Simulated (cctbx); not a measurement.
**Lattice, Laue class and space group of a new crystal**

Cell: a = 8.0840 Å, b = 8.0840 Å, c = 8.0840 Å, α = 90.00°, β = 90.00°, γ = 90.00°. Expected content of the cell: Os8 Tm2 P24.

The data are simulated with cctbx, not measured: Mo Kα, λ = 0.71073 Å, to d = 0.77 Å, 80 % of the full sphere, strongest reflection 40000 counts, noise from counting, a 2 % proportional error and a noise floor of 15 counts (s.d.); no absorption.

Tests on the unmerged data give:

```text
3967 reflections to d = 0.771 A
centring   violations  <I/sigma> of those
    A        927 of  1974      9.4
    B        932 of  1983      9.4
    C        911 of  1971      9.1
    I          0 of  1992      0.0
    R       1236 of  2618     12.6
    F       1385 of  2964      9.3
Laue class    unique    Rint  (classes that these axes allow; Friedel mates merged)
I 1 2/m 1         666   0.015
I 1 1 2/m         664   0.016
I 2/m 1 1         666   0.015
I m m m           381   0.017
I 4/m             337   0.128
I 4/m m m         209   0.131
I m -3            129   0.019
I m -3 m           83   0.131
space group    extra absences  I>4sigma  <I/sigma>
I 2 3                   0          0         -  acentric
I 21 3                  0          0         -  acentric
I m -3                  0          0         -  centric
Wilson B = 0.36 A^2   <|E^2-1|> = 1.005 (0.968 centric, 0.736 acentric)   E^2>4: 5.4 %
shell (A)         n   <I/sigma>
 5.72 - 1.53     20    104.1
 1.53 - 1.22     15    101.5
 1.22 - 1.07     17     97.9
 1.07 - 0.97     14     94.2
 0.97 - 0.90     15    104.2
 0.90 - 0.85     17     78.5
 0.85 - 0.81     13     85.1
 0.81 - 0.77     18     86.6
```

**Question.** What are the lattice type, the Laue class and the likely space group?

The reflections that I centring forbids are absent (⟨I/σ⟩ near 0), so the lattice is I.

Rint stays low (0.015 to 0.019) up to I m -3 and is 0.128 or more in the other classes.

3 settings pass the absence test. No glide or screw absences show, which leaves I 2 3, I 21 3 and I m -3.

⟨|E²−1|⟩ = 1.005 leans to a centrosymmetric structure. The Wilson B of 0.36 Å² means U ≈ 0.0046 Å².

The true group is Im-3 (no. 204), Laue class m-3, centrosymmetric. The tables only narrow the choice to the tied entries; cell content, site symmetry and trial solutions must settle it.

The model is made up (kin elements in a known structure type, no relaxation), so it says nothing on whether the phase exists.

[Logs are printed without paths, hosts, clocks, repeated set-up lines and the standing remarks that a program may print on its own settings, such as how far it seeks lower states.]
